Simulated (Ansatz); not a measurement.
## Grüneisen parameters and expansion of Pt (Fm-3m)

Wanted: mode Grüneisen parameters of Pt and a free-energy fit over volumes.

Program: Ansatz 0.2.0. Level of theory: DFT PBEsol, scalar-relativistic, plane waves, PAW; PAW set soft_1. Results are calculated unless marked as measured.

Report form: the programs' logs are mostly left out.

### Step 1. The starting structure

It takes space group Fm-3m (No. 225, cubic). The conventional cell has a = 3.922 Å, b = 3.922 Å, c = 3.922 Å, α = 90.00°, β = 90.00°, γ = 90.00°. Pt has 12 Pt at 2.77 Å nearest.

### Step 2. A first coarse run

A cheap single point shows whether the cell is a metal or an insulator and how far it is from rest; that sets the k-mesh and the occupations of what follows.

Input file input.yaml:

```yaml
crystal:
  lattice:
    - [0.0, 1.9609, 1.9609]
    - [1.9609, 0.0, 1.9609]
    - [1.9609, 1.9609, 0.0]
  atoms:
    - { symbol: Pt, position: [0.0, 0.0, 0.0] }
kpoints:
  mp_grid: { grid: [8, 8, 8] }
hamiltonian:
  xc: pbesol
  pseudopotentials: { kind: paw, azcp: { folder: soft_1 }, xc_functional: pbe }
scf:
  occupations: { method: gaussian, width: 0.1 }
  lower_state_search: "off"
output:
  forces: true
  stress: true
  eigenvalues: true
```

On the command line:

```bash
ansatz run input.yaml --threads 8 --pin off --max-ram 16384MiB --backend cpu --events-out ev --progress --plain --runs-dir out
```

Elapsed: 0.79 s, on 8 threads of Arm Neoverse V2, shared host; peak memory 0.25 GiB; 1.2 s of CPU time.

This step gave:

* pressure: -1.433 GPa
* volume per atom: 15.08 Å³/atom
* gap on the k-mesh: 0 eV

The start is under -1.4 GPa at this level and looks like a metal on this mesh.

### Step 3. Relaxation

The vibrations must be taken about the equilibrium of this functional, not about the starting cell, so the structure is relaxed.

input.yaml, the sections that differ from step 2:

```yaml
kpoints:
  mp_grid: { grid: [18, 18, 18] }
output:
  forces: true
  stress: true
  eigenvalues: true
  write_density: true
  write_potential: true
  elf: true
  volumetric_format: npy
relax:
  adjacent_minimum: "off"
  f_tol: 0.005
  max_steps: 80
  cell: { stress_tol: 0.05 }
# crystal, hamiltonian, scf: as in step 2
```

Run time: 1.6 s. Hardware: 8 threads; peak memory 0.32 GiB.

Little changed from the start: no atom moved by 0.005 Å and no cell edge by 0.1 %.

Numbers from this step:

* pressure: -0.007831 GPa
* volume per atom: 15.04 Å³/atom

Electrostatic potential energy in the ac plane of the conventional cell at fractional y = 0.000, with atoms of Pt within 0.2 Å of it. With pseudopotentials it is smooth inside the atoms' cores, unlike the true potential.

Values in eV, 14 rows by 14 columns, each cell a mean:
```
-50 -46 -29   3  21  25  26  27  26  24  16 -11 -37 -49
-40 -33 -13  12  22  25  25  25  25  24  20   3 -22 -37
-15  -6   9  19  22  22  21  20  21  22  22  16   3 -11
 15  18  21  22  19  12   3   0   7  16  21  22  20  16
 24  24  24  21   9 -13 -29 -32 -24  -4  16  22  24  24
 26  26  24  18  -6 -33 -46 -48 -42 -24   7  21  25  26
 27  26  24  15 -15 -40 -50 -51 -48 -32   0  20  25  27
 27  26  24  16 -11 -37 -49 -50 -46 -29   3  21  25  26
 25  25  24  20   3 -22 -37 -40 -33 -13  12  22  25  25
 20  21  22  22  16   3 -11 -15  -6   9  19  22  22  21
  0   7  16  21  22  20  16  15  18  21  22  19  12   3
-32 -24  -4  16  22  24  24  24  24  24  21   9 -13 -29
-48 -42 -24   7  21  25  26  26  26  24  18  -6 -33 -46
-51 -48 -32   0  20  25  27  27  26  24  15 -15 -40 -50
```
Columns run along a (3.9 Å; values clipped at the 3rd and 97th percentile), rows up along c (3.9 Å), edges of the conventional cell, whose origin can differ from the input's. Atoms in or near the plane, at fractional coordinates: Pt at (0.00, 0.00), Pt at (0.50, 0.50).

ELF in the ac plane of the conventional cell at fractional y = 0.000, with atoms of Pt within 0.2 Å of it. It is the smooth field of the valence electrons, not physical close to the nuclei.

Ten even steps from '0' (0.13) to '9' (0.60), each cell a mean:
```
99852100013799
98642111123579
76432222223357
33233456533333
11224689863221
00136899985210
00137999996210
00137999985210
11235799864211
22233577643222
65333333323345
98632211122468
99852100013689
99962100013799
```
Columns run along a (3.9 Å), rows up along c (3.9 Å), edges of the conventional cell, whose origin can differ from the input's. Atoms in or near the plane, at fractional coordinates: Pt at (0.00, 0.00), Pt at (0.50, 0.50).

Valence density in the ac plane of the conventional cell at fractional y = 0.000, with atoms of Pt within 0.2 Å of it. It is the smooth field of the valence electrons, not physical close to the nuclei.

Values in e/Å³, 14 rows by 14 columns, each cell a mean:
```
10  8  4  1  0  0  0  0  0  0  1  2  6  9
 7  5  2  1  0  0  0  0  0  0  0  1  3  6
 3  2  1  0  0  0  0  0  0  0  0  1  1  2
 1  1  0  0  0  1  1  1  1  1  0  0  0  1
 0  0  0  0  1  2  4  5  4  2  1  0  0  0
 0  0  0  1  2  5  8  9  7  4  1  0  0  0
 0  0  0  1  3  7 10 11  9  5  1  0  0  0
 0  0  0  1  2  6  9 10  8  4  1  0  0  0
 0  0  0  0  1  3  6  7  5  2  1  0  0  0
 0  0  0  0  1  1  2  3  2  1  0  0  0  0
 1  1  1  0  0  0  1  1  1  0  0  0  1  1
 5  4  2  1  0  0  0  0  0  0  0  1  2  4
 9  7  4  1  0  0  0  0  0  0  1  2  5  8
11  9  5  1  0  0  0  0  0  0  1  3  7 10
```
Columns run along a (3.9 Å), rows up along c (3.9 Å), edges of the conventional cell, whose origin can differ from the input's. Atoms in or near the plane, at fractional coordinates: Pt at (0.00, 0.00), Pt at (0.50, 0.50).

### Step 4. Relaxing to small residual forces and stress

The thresholds are tightened for a last relaxation ahead of the phonons, and where mesh or smearing change with them the cell follows.

Input file input.yaml:

```yaml
crystal:
  lattice:
    - [0.0, 1.9589796521, 1.9589796521]
    - [1.9589796521, 0.0, 1.9589796521]
    - [1.9589796521, 1.9589796521, 0.0]
  atoms:
    - { symbol: Pt, position: [0.0, 0.0, 0.0] }
kpoints:
  mp_grid: { grid: [20, 20, 20] }
hamiltonian:
  xc: pbesol
  pseudopotentials: { kind: paw, azcp: { folder: soft_1 }, xc_functional: pbe }
scf:
  occupations: { method: methfessel_paxton, width: 0.2 }
  lower_state_search: "off"
output:
  forces: true
  stress: true
  eigenvalues: true
relax:
  adjacent_minimum: "off"
  f_tol: 0.001
  max_steps: 60
  cell: { stress_tol: 0.01 }
```

It took 1.7 s on 8 threads; peak memory 0.34 GiB; 10 s of CPU time.

Little changed from the start: no atom moved by 0.005 Å and no cell edge by 0.1 %.

Numbers from this step:

```
pressure        : 3.14e-4 GPa
volume per atom : 15.03 Å³/atom
```

The residual pressure is 3.1e-4 GPa, small enough for phonons.

### Step 5. Phonons, V/V0 1

Phonons at this volume give one point of F(V, T); meshes stay fixed along the series.

input.yaml, the sections that differ from step 4:

```yaml
crystal:
  lattice:
    - [0.0, 1.9588329656, 1.9588329656]
    - [1.9588329656, 0.0, 1.9588329656]
    - [1.9588329656, 1.9588329656, 0.0]
  atoms:
    - { symbol: Pt, position: [0.0, 0.0, 0.0] }
output:
  eigenvalues: true
phonons:
  method: dfpt
  qmesh: [4, 4, 4]
  temperatures: { t_max: 1000, t_step: 50 }
  qpath:
    path:
      - [[0.0, 0.0, 0.0], [0.5, 0.0, 0.5], [0.625, 0.25, 0.625]]
      - [[0.375, 0.375, 0.75], [0.0, 0.0, 0.0], [0.5, 0.5, 0.5], [0.5, 0.25, 0.75], [0.5, 0.0, 0.5]]
    npoints: 10
# kpoints, hamiltonian, scf: as in step 4
# relax: removed
```

It took 78 s on 8 threads; peak memory 3.7 GiB.

This step gave:

* Γ frequencies: 0, 0, 0 cm⁻¹ (negative: imaginary)
* lowest frequency on the path: 0 cm⁻¹
* zero-point energy: 0.02272 eV/cell
* highest frequency: 198.6 cm⁻¹
* Debye temperature from the second moment: 240 K

No LO-TO term. The phonon branches at the labelled points (cm⁻¹):

| point | branch 1 | branch 2 | branch 3 |
| --- | --- | --- | --- |
| Γ | 0 | 0 | 0 |
| halfway | 81 | 81 | 139 |
| X | 130 | 130 | 194 |
| halfway | 127 | 133 | 188 |
| U | 117 | 145 | 171 |
| jump to K | 117 | 145 | 171 |
| halfway | 53 | 84 | 151 |
| Γ | 0 | 0 | 0 |
| halfway | 55 | 55 | 135 |
| L | 96 | 96 | 199 |
| halfway | 102 | 124 | 181 |
| W | 114 | 157 | 157 |
| halfway | 123 | 137 | 183 |
| X | 130 | 130 | 194 |

Tetrahedra on 28 28 28, mean over bins of 2 cm⁻¹. Phonon density of states against wavenumber; read off at these points:

| wavenumber (cm⁻¹) | phonon density of states (1/cm⁻¹/cell) |
| --- | --- |
| 1.0 | 0 |
| 7.0 | 1.3e-4 |
| 11.0 | 4.1e-4 |
| 17.0 | 0.00102 |
| 23.0 | 0.00183 |
| 27.0 | 0.00243 |
| 33.0 | 0.00343 |
| 39.0 | 0.00455 |
| 43.0 | 0.00532 |
| 49.0 | 0.00651 |
| 55.0 | 0.00782 |
| 59.0 | 0.00877 |
| 65.0 | 0.0103 |
| 71.0 | 0.0121 |
| 75.0 | 0.0136 |
| 81.0 | 0.0162 |
| 87.0 | 0.0200 |
| 91.0 | 0.0236 |
| 97.0 | 0.0377 |
| 103.0 | 0.0346 |
| 109.0 | 0.0333 |
| 113.0 | 0.0330 |
| 119.0 | 0.0258 |
| 125.0 | 0.0226 |
| 129.0 | 0.0208 |
| 135.0 | 0.0179 |
| 141.0 | 0.0153 |
| 145.0 | 0.0136 |
| 151.0 | 0.0106 |
| 157.0 | 0.00574 |
| 161.0 | 0.0126 |
| 167.0 | 0.0226 |
| 173.0 | 0.0329 |
| 177.0 | 0.036 |
| 179.0 | 0.0375 |
| 183.0 | 0.0242 |
| 189.0 | 0.0127 |
| 193.0 | 0.00657 |
| 199.0 | 1.0e-4 |

Harmonic. Thermo, by row:

| T (K) | F_vib (meV/atom) | S (J/mol-atom/K) | C_V (J/mol-atom/K) |
| --- | --- | --- | --- |
| 0 | 22.72 | 0 | 0 |
| 50 | 21.88 | 5.346 | 10.52 |
| 100 | 16.34 | 15.84 | 19.17 |
| 150 | 5.85 | 24.25 | 22.07 |
| 200 | -8.48 | 30.79 | 23.25 |
| 250 | -25.84 | 36.05 | 23.84 |
| 300 | -45.68 | 40.42 | 24.17 |
| 350 | -67.62 | 44.16 | 24.37 |
| 400 | -91.37 | 47.43 | 24.5 |
| 450 | -116.7 | 50.32 | 24.59 |
| 500 | -143.5 | 52.91 | 24.66 |
| 550 | -171.5 | 55.27 | 24.71 |
| 600 | -200.7 | 57.42 | 24.75 |
| 650 | -231 | 59.4 | 24.77 |
| 700 | -262.3 | 61.24 | 24.8 |
| 750 | -294.4 | 62.95 | 24.82 |
| 800 | -327.5 | 64.55 | 24.83 |
| 850 | -361.3 | 66.06 | 24.84 |
| 900 | -395.9 | 67.48 | 24.85 |
| 950 | -431.2 | 68.82 | 24.86 |
| 1000 | -467.2 | 70.1 | 24.87 |

Phonopy on the run's constants, 21x21x21 mesh, Gaussian sigma 2.0 cm⁻¹. Table of modes, Pt by wavenumber; read off at these points:

| wavenumber (cm⁻¹) | modes, Pt (1/cm⁻¹/cell) |
| --- | --- |
| -10.0 | 0 |
| 0.0 | 5.9e-5 |
| 10.0 | 4.9e-4 |
| 20.0 | 0.0019 |
| 30.0 | 0.00384 |
| 40.0 | 0.00559 |
| 50.0 | 0.00751 |
| 60.0 | 0.00809 |
| 70.0 | 0.0104 |
| 80.0 | 0.0138 |
| 90.0 | 0.0217 |
| 100.0 | 0.0365 |
| 110.0 | 0.0340 |
| 120.0 | 0.0257 |
| 130.0 | 0.0205 |
| 140.0 | 0.016 |
| 142.1 | 0.0171 |
| 150.0 | 0.0110 |
| 160.0 | 0.00985 |
| 170.0 | 0.0289 |
| 177.3 | 0.0353 |
| 180.0 | 0.0339 |
| 190.0 | 0.0114 |
| 200.0 | 5.3e-4 |
| 210.0 | 0 |

No mode is imaginary beyond numerical noise at the solved wavevectors.

### Step 6. Single point at a scaled cell, V/V0 1.015

Symmetry fixes every atom, so a single point at the scaled cell gives the energy and pressure of this member.

input.yaml, the sections that differ from step 5:

```yaml
crystal:
  lattice:
    - [0.0, 1.9685785636, 1.9685785636]
    - [1.9685785636, 0.0, 1.9685785636]
    - [1.9685785636, 1.9685785636, 0.0]
  atoms:
    - { symbol: Pt, position: [0.0, 0.0, 0.0] }
output:
  forces: true
  stress: true
  eigenvalues: true
# kpoints, hamiltonian, scf: as in step 5
# phonons: removed
```

Wall time 1.1 s (8 threads); peak memory 0.31 GiB.

This step gave:

```
pressure        : -4.120 GPa
volume per atom : 15.26 Å³/atom
```

The run ends at a pressure of -4.12 GPa.

### Step 7. Lattice dynamics at this volume, V/V0 1.015

input.yaml, the sections that differ from step 6:

```yaml
output:
  eigenvalues: true
phonons:
  method: dfpt
  qmesh: [4, 4, 4]
  temperatures: { t_max: 1000, t_step: 50 }
  qpath:
    path:
      - [[0.0, 0.0, 0.0], [0.5, 0.0, 0.5], [0.625, 0.25, 0.625]]
      - [[0.375, 0.375, 0.75], [0.0, 0.0, 0.0], [0.5, 0.5, 0.5], [0.5, 0.25, 0.75], [0.5, 0.0, 0.5]]
    npoints: 10
# crystal, kpoints, hamiltonian, scf: as in step 6
```

The job ended after 75 s (8 threads; peak memory 3.7 GiB; 8.3 min of CPU time).

No LO-TO term. Phonon branches along the path, in cm⁻¹:

| point | branch 1 | branch 2 | branch 3 |
| --- | --- | --- | --- |
| Γ | 0 | 0 | 0 |
| halfway | 77 | 77 | 134 |
| X | 125 | 125 | 186 |
| halfway | 122 | 127 | 180 |
| U | 112 | 139 | 164 |
| jump to K | 112 | 139 | 164 |
| halfway | 50 | 79 | 145 |
| Γ | 0 | 0 | 0 |
| halfway | 53 | 53 | 130 |
| L | 93 | 93 | 191 |
| halfway | 98 | 119 | 174 |
| W | 109 | 151 | 151 |
| halfway | 118 | 132 | 175 |
| X | 125 | 125 | 186 |

No mode is imaginary beyond numerical noise at the solved wavevectors.

### Step 8. Single point at a scaled cell, V/V0 0.985

input.yaml, the sections that differ from step 7:

```yaml
crystal:
  lattice:
    - [0.0, 1.9489894177, 1.9489894177]
    - [1.9489894177, 0.0, 1.9489894177]
    - [1.9489894177, 1.9489894177, 0.0]
  atoms:
    - { symbol: Pt, position: [0.0, 0.0, 0.0] }
output:
  forces: true
  stress: true
  eigenvalues: true
# kpoints, hamiltonian, scf: as in step 7
# phonons: removed
```

The job ended after 0.58 s (8 threads; peak memory 0.31 GiB; 2.7 s of CPU time).

The run ends at a pressure of 4.53 GPa.

### Step 9. Lattice dynamics at this volume, V/V0 0.985

The same q-mesh and k-mesh are kept at every volume, so that much of their error can cancel in the differences.

input.yaml, the sections that differ from step 8:

```yaml
output:
  eigenvalues: true
phonons:
  method: dfpt
  qmesh: [4, 4, 4]
  temperatures: { t_max: 1000, t_step: 50 }
  qpath:
    path:
      - [[0.0, 0.0, 0.0], [0.5, 0.0, 0.5], [0.625, 0.25, 0.625]]
      - [[0.375, 0.375, 0.75], [0.0, 0.0, 0.0], [0.5, 0.5, 0.5], [0.5, 0.25, 0.75], [0.5, 0.0, 0.5]]
    npoints: 10
# crystal, kpoints, hamiltonian, scf: as in step 8
```

Elapsed: 74 s, on 8 threads; peak memory 3.7 GiB.

No LO-TO term. The phonon branches at the labelled points (cm⁻¹):

| point | branch 1 | branch 2 | branch 3 |
| --- | --- | --- | --- |
| Γ | 0 | 0 | 0 |
| halfway | 85 | 85 | 145 |
| X | 135 | 135 | 202 |
| halfway | 132 | 138 | 196 |
| U | 121 | 151 | 179 |
| jump to K | 121 | 151 | 179 |
| halfway | 55 | 88 | 157 |
| Γ | 0 | 0 | 0 |
| halfway | 58 | 58 | 141 |
| L | 100 | 100 | 207 |
| halfway | 106 | 129 | 189 |
| W | 120 | 164 | 164 |
| halfway | 128 | 142 | 190 |
| X | 135 | 135 | 202 |

No mode is imaginary beyond numerical noise at the solved wavevectors.

### Step 10. A cell at another volume, V/V0 1.03

input.yaml, the sections that differ from step 9:

```yaml
crystal:
  lattice:
    - [0.0, 1.9782286127, 1.9782286127]
    - [1.9782286127, 0.0, 1.9782286127]
    - [1.9782286127, 1.9782286127, 0.0]
  atoms:
    - { symbol: Pt, position: [0.0, 0.0, 0.0] }
output:
  forces: true
  stress: true
  eigenvalues: true
# kpoints, hamiltonian, scf: as in step 9
# phonons: removed
```

Run time: 0.59 s. Hardware: 8 threads; peak memory 0.31 GiB.

The run ends at a pressure of -7.86 GPa.

### Step 11. Phonons, V/V0 1.03

input.yaml, the sections that differ from step 10:

```yaml
output:
  eigenvalues: true
phonons:
  method: dfpt
  qmesh: [4, 4, 4]
  temperatures: { t_max: 1000, t_step: 50 }
  qpath:
    path:
      - [[0.0, 0.0, 0.0], [0.5, 0.0, 0.5], [0.625, 0.25, 0.625]]
      - [[0.375, 0.375, 0.75], [0.0, 0.0, 0.0], [0.5, 0.5, 0.5], [0.5, 0.25, 0.75], [0.5, 0.0, 0.5]]
    npoints: 10
# crystal, kpoints, hamiltonian, scf: as in step 10
```

The job ended after 74 s (8 threads; peak memory 3.7 GiB).

No mode is imaginary beyond numerical noise at the solved wavevectors.

### Step 12. A cell at another volume, V/V0 0.97

input.yaml, the sections that differ from step 11:

```yaml
crystal:
  lattice:
    - [0.0, 1.9390454211, 1.9390454211]
    - [1.9390454211, 0.0, 1.9390454211]
    - [1.9390454211, 1.9390454211, 0.0]
  atoms:
    - { symbol: Pt, position: [0.0, 0.0, 0.0] }
output:
  forces: true
  stress: true
  eigenvalues: true
# kpoints, hamiltonian, scf: as in step 11
# phonons: removed
```

Elapsed: 0.55 s, on 8 threads; peak memory 0.31 GiB.

The run ends at a pressure of 9.52 GPa.

### Step 13. Phonons, V/V0 0.97

input.yaml, the sections that differ from step 12:

```yaml
output:
  eigenvalues: true
phonons:
  method: dfpt
  qmesh: [4, 4, 4]
  temperatures: { t_max: 1000, t_step: 50 }
  qpath:
    path:
      - [[0.0, 0.0, 0.0], [0.5, 0.0, 0.5], [0.625, 0.25, 0.625]]
      - [[0.375, 0.375, 0.75], [0.0, 0.0, 0.0], [0.5, 0.5, 0.5], [0.5, 0.25, 0.75], [0.5, 0.0, 0.5]]
    npoints: 10
# crystal, kpoints, hamiltonian, scf: as in step 12
```

Wall time 72 s (8 threads); peak memory 3.6 GiB; 8.2 min of CPU time.

No mode is imaginary beyond numerical noise at the solved wavevectors.

### Step 14. Single point at a scaled cell, V/V0 1.05

The cell differs from the one that the last finished run ended in (a 2.742 → 2.816 Å, b 2.742 → 2.816 Å, c 2.742 → 2.816 Å).

input.yaml, the sections that differ from step 13:

```yaml
crystal:
  lattice:
    - [0.0, 1.9909506898, 1.9909506898]
    - [1.9909506898, 0.0, 1.9909506898]
    - [1.9909506898, 1.9909506898, 0.0]
  atoms:
    - { symbol: Pt, position: [0.0, 0.0, 0.0] }
output:
  forces: true
  stress: true
  eigenvalues: true
# kpoints, hamiltonian, scf: as in step 13
# phonons: removed
```

Wall time 0.57 s (8 threads); peak memory 0.31 GiB; 2.7 s of CPU time.

The run ends at a pressure of -12.32 GPa.

(Part 1 of 2 ends here.)

[Logs are printed without paths, hosts, clocks, repeated set-up lines and the standing remarks that a program may print on its own settings, such as how far it seeks lower states.]

[Hosts, paths, dates, database ids (printed as entryN), source tags and the programs' standing remarks are cut or masked in the printed files.]

[A step with changed settings may run another functional than the one named; its input shows which.]

[Of the runs on displaced cells, only some may be shown.]
